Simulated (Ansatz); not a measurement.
From PBE to G0W0: Diamond (Fd-3m, 2 atoms a cell). The structure is cubic, space group Fd-3m (No. 227). The conventional cell has a = 3.567 Å, b = 3.567 Å, c = 3.567 Å, α = 90.00°, β = 90.00°, γ = 90.00°. Nearest to C lie 4 C at 1.54 Å. The calculation used DFT, PBE, plane waves, PAW; PAW set soft_1 (and 1 further level or step) in Ansatz 0.2.0, with cutoff 420 eV, 12×12×12 k-mesh, smearing width 0.02 eV, PAW set soft 1 in one of its runs. The PBE gap over mesh and path is 4.141 eV, from k = Γ to k = (0.350, 0.000, 0.350) and the G0W0@PBE gap over 12 of 29 irreducible mesh points is 5.472 eV, from k = Γ to k = (0.000, 0.375, 0.375). The GW settings are 8×8×8 mesh, 72 empty bands, screening to 200 eV, PAW set soft_1 files and the known limits are finite bands, screening cutoff and k mesh; no spin-orbit coupling in G0W0. It took 2 runs, 29 s in all on 1 × NVIDIA H100 80GB HBM3 (shared by 6 runs) with 3 threads of AMD EPYC 7R13 (Zen 3), shared host (the runs of this entry). Over 12 of 29 irreducible mesh points the G0W0 gap is 5.472 eV, from k = Γ to k = (0.000, 0.375, 0.375). The PBE gap of this run on the mesh is 4.141 eV. The two states that bound the G0W0 gap lie that far apart at the start, so the correction of the gap is 5.472 − 4.141 = +1.331 eV. The valence state moves by 12.576 − 13.348 = −0.772 eV and the conduction state by 18.048 − 17.488 = +0.560 eV, on the run's own scale; with 16 bands the edge states move by +0.378 and +1.299 eV, so the split between the edges depends on the bands and cutoff. The cell and positions come from the Crystallography Open Database and are kept as given unless a step says otherwise. From 16 bands and 60 eV to 76 bands and 200 eV the gap moves by 5.472 − 5.062 = +0.410 eV (rung by rung 5.062, 5.330, 5.472 eV); bands and screening cutoff rise together, so their parts are not told apart. A line in one over the bands through the two highest rungs gives 5.472 + (5.472 − 5.330) × 37 / (76 − 37) = 5.607 eV, and through the pair below 5.330 + (5.330 − 5.062) × 16 / (37 − 16) = 5.534 eV. The two differ by 0.073 eV, not under the 0.030 eV asked, so the law does not hold well over these rungs and the limit is not known. With the 6×6×6 mesh in place of the 8×8×8 mesh and all else as in the G0W0@PBE row with 37 bands, the gap differs by 5.389 − 5.330 = +0.059 eV, and that of the start by 4.159 − 4.141 = +0.018 eV; an edge lies at another k point, so this need not be the shift of one pair of states. The differences hold parts that these runs do not separate: finite bands, cutoffs and mesh, points of the zone that were not corrected, the start of G0W0, spin-orbit coupling missing from it, static nuclei, no electron-hole attraction, and what each experiment reads as the gap. How much each gives is not known from the steps shown.

```
C
1.0
     0.00000    1.78337    1.78337
     1.78337    0.00000    1.78337
     1.78337    1.78337    0.00000
C
2
Direct
  0.00000 0.00000 0.00000
  0.25000 0.25000 0.25000
```

From HSE06 to G0W0: Diamond (Fd-3m, 2 atoms a cell). The structure is cubic, space group Fd-3m (No. 227). The conventional cell has a = 3.567 Å, b = 3.567 Å, c = 3.567 Å, α = 90.00°, β = 90.00°, γ = 90.00°. Nearest to C lie 4 C at 1.54 Å. The calculation used G0W0 on HSE06, plane waves, PAW; PAW set soft_1 (and 1 further level or step) in Ansatz 0.2.0, with cutoff 420 eV, 8×8×8 k-mesh, PAW set soft 1, empty bands 33, screening cutoff 120 eV, screening contour deformation, QP bands (v2, c2) in one of its runs. The HSE06 gap over mesh and listed points is 5.289 eV, from k = Γ to k = (0.000, 0.375, 0.375) and the G0W0@HSE06 gap over 12 of 29 irreducible mesh points is 5.734 eV, from k = Γ to k = (0.000, 0.375, 0.375). The GW settings are 8×8×8 mesh, 33 empty bands, screening to 120 eV, PAW set soft_1 files. The known limits are finite bands, screening cutoff and k mesh; no spin-orbit coupling in G0W0. It took 2 runs, 46 s in all on 1 × NVIDIA H100 80GB HBM3 (shared by 6 runs) with 3 threads of AMD EPYC 7R13 (Zen 3), shared host (the runs of this entry). Over 12 of 29 irreducible mesh points the G0W0 gap is 5.734 eV, from k = Γ to k = (0.000, 0.375, 0.375). The HSE06 gap of this run on the mesh is 5.289 eV. The two states that bound the G0W0 gap lie that far apart at the start, so the correction of the gap is 5.734 − 5.289 = +0.445 eV. The valence state moves by 12.728 − 12.727 = +0.001 eV and the conduction state by 18.462 − 18.016 = +0.446 eV, on the run's own scale; how far single levels stand from their limit in bands is not shown. In doubt: masses and optical values from hybrid runs of this build are listed as unsure (in some of the runs), which bears on the screening that GW takes from such a start. The cell and positions come from the Crystallography Open Database and are kept as given unless a step says otherwise. The differences hold parts that these runs do not separate: finite bands, cutoffs and mesh, points of the zone that were not corrected, the start of G0W0, spin-orbit coupling missing from it, static nuclei, no electron-hole attraction, and what each experiment reads as the gap. How much each gives is not known from the steps shown.

```xyz
2
Lattice="0.0000 1.7834 1.7834 1.7834 0.0000 1.7834 1.7834 1.7834 0.0000" Properties=species:S:1:pos:R:3 pbc="T T T"
C     0.0000    0.0000    0.0000
C     0.8917    0.8917    0.8917
```

[Paths, hosts, dates, memory and timing lines, banners, echoed tables and standing remarks are left out of the program output.]

[Logs are printed without paths, hosts, clocks, repeated set-up lines and the standing remarks that a program may print on its own settings, such as how far it seeks lower states.]

[Runs of the session that timed out or met a known fault of the program may be left out.]

[Cells called generated may have been cut or substituted from an entry of the Crystallography Open Database or the Materials Project.]

[Hosts, paths, dates, database ids (printed as entryN), source tags and the programs' standing remarks are cut or masked in the printed files.]
